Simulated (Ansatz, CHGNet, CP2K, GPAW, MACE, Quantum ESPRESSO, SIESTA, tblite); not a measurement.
**Running glassy 86SiO2-5SrO-5ZnO-5MgO (mol %) (63 atoms) with Quantum ESPRESSO**

Wanted: Quantum ESPRESSO inputs and outputs for glassy 86SiO2-5SrO-5ZnO-5MgO (mol %) (63 atoms), checked against a plane-wave reference.

Calculated with Quantum ESPRESSO 7.5; the method is named at each step.

## Step 1: Starting point

The cell holds 63 atoms: 19 Si, 1 Sr, 1 Zn, 1 Mg and 41 O. Cell: a = 9.658 Å, b = 9.658 Å, c = 9.658 Å, α = 90.0°, β = 90.0°, γ = 90.0°. 63 atoms (19 Si, 1 Sr, 1 Zn, 1 Mg, 41 O) placed at random at 2.44 g/cm³, melted at 4000 K for 10 ps at fixed volume with the Morse and Coulomb pair potential with partial charges (Pedone, Malavasi, Menziani, Cormack and Segre, J. Phys. Chem. B 110, 11780 (2006)). Quenched from 4000 K to 300 K at 50 K/ps and fixed volume, held 10 ps at zero pressure. Then every atom was moved at random, 0.05 Å r.m.s. a Cartesian component.

The yardstick, on the same geometry:

```
method                                           : Kohn-Sham DFT, PBE, PAW, plane waves (Ansatz 0.2.0); cutoff 420 eV, Γ point, fermi-dirac smearing of 0.05 eV; PAW set soft_2
r.m.s. force component                           : 2.63 eV/Å
longest force                                    : 12.41 eV/Å
pressure                                         : 5.5 GPa
gap (highest filled to lowest empty level) : 2.478 eV
SCF cycles                                       : 9
time                                             : 8.3 s on 4 threads of Arm Neoverse V1, shared host
CPU time                                         : 31 s
```

## Step 2: PBE, sssp-1.3.0-efficiency, 60/480 Ry

Method: Kohn-Sham DFT, PBE, SSSP efficiency 1.3.0 pseudopotentials, plane waves.

The input, pw.in:

```
&control
  calculation = 'scf'
  pseudo_dir = './pseudo'
  outdir = './tmp'
  disk_io = 'none'
  tprnfor = .true.
  tstress = .true.
/
&system
  ibrav = 0
  nat = 63
  ntyp = 5
  ecutwfc = 60
  ecutrho = 480
  nosym = .true.
  occupations = 'smearing'
  smearing = 'fd'
  degauss = 0.003675
/
&electrons
  conv_thr = 3.2e-07
  electron_maxstep = 100
  mixing_beta = 0.4
  mixing_mode = 'plain'
  diagonalization = 'david'
/
ATOMIC_SPECIES
Si 28.085 Si.upf
Sr 87.620 Sr.upf
Zn 65.380 Zn.upf
Mg 24.305 Mg.upf
O 15.999 O.upf
CELL_PARAMETERS angstrom
9.65803 0.00000 0.00000
0.00000 9.65803 0.00000
0.00000 0.00000 9.65803
ATOMIC_POSITIONS crystal
Si 0.59793 0.17999 0.24857
Si 0.81804 0.77629 0.57151
Si 0.35836 0.01001 0.08947
Si 0.28479 0.52112 0.05350
Si 0.11993 0.25108 0.14843
Si 0.53216 0.40163 0.44471
Si 0.69904 0.63452 0.10186
Si 0.81864 0.31374 0.04858
Si 0.49778 0.04138 0.82102
Si 0.46253 0.36841 0.85483
Si 0.35441 0.92263 0.53659
Si 0.61246 0.63729 0.78663
Si 0.83798 0.03125 0.40295
Si 0.25366 0.38600 0.60938
Si 0.55943 0.70291 0.38387
Si 0.94176 0.83983 0.13574
Si 0.13777 0.16537 0.44305
Si 0.22480 0.73455 0.21033
Si 0.14007 0.69434 0.53359
Sr 0.87603 0.35671 0.64476
Zn 0.32063 0.79116 0.83264
Mg 0.83597 0.04849 0.88332
O 0.71090 0.10290 0.34422
O 0.06699 0.75779 0.15272
O 0.49859 0.55296 0.43522
O 0.67567 0.37476 0.51564
O 0.70783 0.72342 0.43224
O 0.30201 0.60977 0.18744
O 0.14836 0.25289 0.31611
O 0.28516 0.88471 0.17780
O 0.42934 0.42344 0.00247
O 0.59452 0.66463 0.21659
O 0.23943 0.03859 0.46447
O 0.64217 0.97516 0.83948
O 0.74510 0.67706 0.69981
O 0.49165 0.71667 0.72045
O 0.97125 0.11113 0.44679
O 0.81805 0.28035 0.88413
O 0.51994 0.30380 0.31966
O 0.27503 0.63284 0.93344
O 0.97687 0.71655 0.56581
O 0.17521 0.39508 0.07400
O 0.45663 0.82855 0.43839
O 0.57140 0.47090 0.76901
O 0.30627 0.38992 0.78545
O 0.13941 0.26787 0.59559
O 0.48491 0.07599 0.16883
O 0.18157 0.73085 0.38775
O 0.23359 0.82133 0.61641
O 0.22063 0.12274 0.09863
O 0.80540 0.74688 0.12462
O 0.18843 0.53898 0.59071
O 0.62376 0.65385 0.94892
O 0.77164 0.48339 0.09388
O 0.82288 0.93098 0.53586
O 0.41495 0.99712 0.67100
[... 3 atom lines left out ...]
O 0.94650 0.94509 0.01073
O 0.49783 0.20893 0.85081
O 0.70070 0.22484 0.11974
O 0.96431 0.24781 0.10660
K_POINTS gamma
```

Launch:

```bash
> OMP_NUM_THREADS=1 mpirun -np 2 pw.x -in pw.in > output.txt
```

The log of the run:

```text
Program PWSCF
     gamma-point specific algorithms are used
     Parallelization info
     sticks:   dense  smooth     PW     G-vecs:    dense   smooth      PW
     Min        6368    3179    798               540087   190957   23914
     Max        6369    3182    799               540088   190958   23919
     Sum       12737    6361   1597              1080175   381915   47833
     bravais-lattice index     =            0
     lattice parameter (alat)  =      18.2510  a.u.
     unit-cell volume          =    6079.4214 (a.u.)^3
     number of atoms/cell      =           63
     number of atomic types    =            5
     number of electrons       =       354.00
     number of Kohn-Sham states=          212
     kinetic-energy cutoff     =      60.0000  Ry
     charge density cutoff     =     480.0000  Ry
     scf convergence threshold =      3.2E-07
     mixing beta               =       0.4000
     number of iterations used =            8  plain     mixing
     Exchange-correlation= SLA  PW   PBX  PBC
                           (   1   4   3   4   0   0   0)
     crystal axes: (cart. coord. in units of alat)
               a(1) = (   1.000000   0.000000   0.000000 )
               a(2) = (   0.000000   1.000000   0.000000 )
               a(3) = (   0.000000   0.000000   1.000000 )
     reciprocal axes: (cart. coord. in units 2 pi/alat)
               b(1) = (  1.000000  0.000000  0.000000 )
               b(2) = (  0.000000  1.000000  0.000000 )
               b(3) = (  0.000000  0.000000  1.000000 )
     PseudoPot. # 1 for Si:
     Pseudo is Ultrasoft + core correction, Zval =  4.0
     PseudoPot. # 2 for Sr:
     Pseudo is Ultrasoft + core correction, Zval = 10.0
     PseudoPot. # 3 for Zn:
     Pseudo is Ultrasoft, Zval = 20.0
     PseudoPot. # 4 for Mg:
     Pseudo is Projector augmented-wave + core cor, Zval =  2.0
     PseudoPot. # 5 for O :
     Pseudo is Projector augmented-wave + core cor, Zval =  6.0
     atomic species   valence    mass     pseudopotential
     Si                4.00    28.08500     Si( 1.00)
     Sr               10.00    87.62000     Sr( 1.00)
     Zn               20.00    65.38000     Zn( 1.00)
     Mg                2.00    24.30500     Mg( 1.00)
     O                 6.00    15.99900     O ( 1.00)
     No symmetry found
   Cartesian axes
     number of k points=     1  Fermi-Dirac smearing, width (Ry)=  0.0037
                       cart. coord. in units 2pi/alat
        k(    1) = (   0.0000000   0.0000000   0.0000000), wk =   2.0000000
     Dense  grid:   540088 G-vectors     FFT dimensions: ( 128, 128, 128)
     Smooth grid:   190958 G-vectors     FFT dimensions: (  96,  96,  96)
     Initial potential from superposition of free atoms
     starting charge     353.9546, renormalised to     354.0000
     negative rho (up, down):  6.402E-02 0.000E+00
     Starting wfcs are  270 randomized atomic wfcs
     Self-consistent Calculation
     iteration #  1     ecut=    60.00 Ry     beta= 0.40
     negative rho (up, down):  6.448E-02 0.000E+00
     total energy              =   -2491.97007495 Ry
     estimated scf accuracy    <      18.02161834 Ry
     iteration #  2     ecut=    60.00 Ry     beta= 0.40
     negative rho (up, down):  6.511E-02 0.000E+00
     total energy              =   -2496.05252190 Ry
     estimated scf accuracy    <       0.66790761 Ry
     iteration #  3     ecut=    60.00 Ry     beta= 0.40
     negative rho (up, down):  6.572E-02 0.000E+00
     total energy              =   -2496.10216285 Ry
     estimated scf accuracy    <       0.28073638 Ry
     iteration #  4     ecut=    60.00 Ry     beta= 0.40
     negative rho (up, down):  6.611E-02 0.000E+00
     total energy              =   -2496.13089293 Ry
     estimated scf accuracy    <       0.04315436 Ry
     iteration #  5     ecut=    60.00 Ry     beta= 0.40
     negative rho (up, down):  6.608E-02 0.000E+00
     total energy              =   -2496.13031282 Ry
     estimated scf accuracy    <       0.01583945 Ry
     iteration #  6     ecut=    60.00 Ry     beta= 0.40
[...]
total energy              =   -2496.13045501 Ry
     estimated scf accuracy    <       0.00234950 Ry
[...]
total energy              =   -2496.13165801 Ry
[...]
total energy              =   -2496.13169735 Ry
[...]
total energy              =   -2496.13172207 Ry
[...]
iteration # 10     ecut=    60.00 Ry     beta= 0.40
[...]
total energy              =   -2496.13172272 Ry
     estimated scf accuracy    <       0.00000064 Ry
     iteration # 11     ecut=    60.00 Ry     beta= 0.40
[...]
total energy              =   -2496.13172294 Ry
     estimated scf accuracy    <       0.00000051 Ry
     iteration # 12     ecut=    60.00 Ry     beta= 0.40
     negative rho (up, down):  6.596E-02 0.000E+00
     End of self-consistent calculation
          k = 0.0000 0.0000 0.0000 ( 23917 PWs)   bands (ev):
  -120.7800 -75.0221 -74.9591 -74.9278 -30.9582 -18.4695 -17.9811 -17.8817
   -17.6652 -17.3783 -17.1990 -16.9421 -16.8767 -16.8549 -16.7882 -16.6155
   -16.4635 -16.4068 -16.2680 -16.1814 -16.0956 -16.0417 -15.9390 -15.8584
   -15.8336 -15.7967 -15.7608 -15.7485 -15.4678 -15.3897 -15.2769 -15.0095
   -14.9658 -14.8196 -14.7902 -14.6740 -14.5036 -14.3286 -14.1142 -14.0909
   -14.0066 -13.7279 -13.6074 -13.5337 -13.0911 -12.9940 -12.7784 -12.6904
[...]
8.8329   8.9401   9.1007   9.3229   9.5473   9.5869   9.6687   9.7148
     9.9188   9.9796  10.0950  10.2334  10.3782  10.5492  10.5608  10.6150
    10.7433  10.8220  10.8804  10.9912  10.9955  11.0616  11.1427  11.1487
    11.1728  11.2808  11.3862  11.4421
     the Fermi energy is     4.9167 ev
!    total energy              =   -2496.13172306 Ry
     estimated scf accuracy    <          6.3E-09 Ry
     smearing contrib. (-TS)   =      -0.00000000 Ry
     internal energy E=F+TS    =   -2496.13172306 Ry
     The total energy is F=E-TS. E is the sum of the following terms:
     one-electron contribution =   -1625.02936603 Ry
     hartree contribution      =     989.43189396 Ry
     xc contribution           =    -492.81144230 Ry
     ewald contribution        =    -947.05023879 Ry
     one-center paw contrib.   =    -420.67256990 Ry
     convergence has been achieved in  12 iterations
     negative rho (up, down):  6.596E-02 0.000E+00
     Forces acting on atoms (cartesian axes, Ry/au):
     atom    1 type  1   force =     0.02881479   -0.02054248   -0.12460863
     atom    2 type  1   force =    -0.11583597   -0.23868895   -0.03430942
     atom    3 type  1   force =    -0.18308162    0.08687416    0.19143300
     atom    4 type  1   force =     0.09902512   -0.15688371   -0.21473227
     atom    5 type  1   force =     0.15290715    0.00459142   -0.05364378
     atom    6 type  1   force =     0.02273323   -0.10997413    0.18439494
[...]
atom   61 type  5   force =     0.02039445   -0.10822657   -0.01474443
     atom   62 type  5   force =    -0.06185118   -0.03332390    0.03465409
     atom   63 type  5   force =    -0.07149961    0.00417151    0.01041241
     Total force =     1.434467     Total SCF correction =     0.000189
     Computing stress (Cartesian axis) and pressure
     negative rho (up, down):  6.596E-02 0.000E+00
          total   stress  (Ry/bohr**3)                   (kbar)     P=       57.97
   0.00037531   0.00006025   0.00004262           55.21        8.86        6.27
   0.00006025   0.00043542  -0.00002332            8.86       64.05       -3.43
   0.00004262  -0.00002332   0.00037148            6.27       -3.43       54.65
     Message from routine punch:
     Nothing written, as per user request (disk_io='none')
```

It took 3.3 min on 2 MPI ranks of Arm Neoverse V1, shared host; peak memory 2.6 GiB.

Banners, paths, timers and routine set-up lines are dropped from the logs unmarked, and long logs keep their key lines alone; longer cuts are marked.

Against the reference:

| Item | Value |
| --- | --- |
| r.m.s. force component | 2.683 eV/Å |
| r.m.s. difference of force components | 58.93 meV/Å |
| longest difference of force vectors | 247.7 meV/Å |
| force difference over r.m.s. force | 2.24 % |
| slope of forces against the reference's | 1.02 |
| correlation of force components | 1 |
| gap (highest filled to lowest empty level) | 2.472 eV |
| gap difference | -0.0056 eV |
| pressure | 5.797 GPa |
| pressure difference | 0.2974 GPa |

Length of the force difference by element (eV/Å):

```tsv
element	atoms	mean	most
Mg	1	0.047	0.047
O	41	0.084	0.24
Si	19	0.10	0.25
Sr	1	0.0057	0.0057
Zn	1	0.033	0.033
```

Levels nearest the highest filled one (eV from it): -1.35, -1.24, -1.14, -1.09, -1.00, -0.85, -0.75, -0.71, -0.63, -0.56, -0.36, 0.00, 2.47, 3.46, 4.08, 4.44, 4.52, 4.79, 4.96, 5.16, 5.27, 5.43, 5.65, 5.88.

Local excerpt of 11 atoms (numbers count through the whole input) about Si18, which bears the longest force; x, y, z are measured from there.

```tsv
atom	x	y	z	distance (Å)	bonds	Fx	Fy	Fz (eV/Å)
Si18	0.00	0.00	0.00	0.00	4	-7.39	9.24	4.48
O28	0.75	-1.21	-0.22	1.43	2	5.13	-6.93	1.47
O30	0.58	1.45	-0.31	1.59	2	2.03	0.16	-0.40
O24	-1.52	0.22	-0.56	1.64	2	7.15	-5.73	0.90
O48	-0.42	-0.04	1.71	1.76	2	1.46	0.33	-6.06
Si4	0.58	-2.06	-1.51	2.62	4	2.55	-4.03	-5.52
O40	0.49	-0.98	-2.67	2.89	2	-1.40	0.89	0.09
Si16	-2.73	1.02	-0.72	3.00	4	-7.55	6.53	0.40
Si3	1.29	2.66	-1.17	3.18	4	-4.71	2.23	4.92
Si19	-0.82	-0.39	3.12	3.25	4	0.84	-0.25	3.94
O43	2.24	0.91	2.20	3.27	2	-0.45	1.04	-0.57
```

Forces lie 2.2 % from the reference's, at 13 times its CPU time (on 2 against 4 cores).

## Step 3: Results

| Property | Result |
| --- | --- |
| force difference from the reference | QE PBE, sssp-1.3.0-efficiency, 60/480 Ry, 2.2 % |
| its CPU time | 6.6 min |

PBE on plane waves or a grid with other potentials, cutoffs or grids differs from the reference by 2.2 % (QE PBE, sssp-1.3.0-efficiency, 60/480 Ry) of the r.m.s. force; this holds the reference's own error, so differences of a few per cent don't tell which side is nearer the exact PBE result (QE's 60 Ry are 816 eV, against the reference's 420 eV). PBE gaps agree with the reference's 2.48 eV within 0.006 eV. Forces of 2.6 eV/Å r.m.s. are well above thermal ones: they come largely from the bond lengths of the classical model and from the random displacements, and they dominate the comparison. The quench rate of 50 K/ps is many orders above laboratory rates, so the cell is likely richer in defects and strain than a real sample. The network of bonds at the start is that of the classical potential that made the cell, and needn't be the one that DFT or experiment would give. The electronic-structure runs sample only Γ, in a cell whose shortest periodic width is 10 Å.

[Also dropped from logs without a mark: logging warnings of Python, and SIESTA's first energy breakdown and zero terms.]

[Logs are printed without paths, hosts, clocks, repeated set-up lines and the standing remarks that a program may print on its own settings, such as how far it seeks lower states.]

[Hosts, paths, dates, database ids (printed as entryN), source tags and the programs' standing remarks are cut or masked in the printed files.]
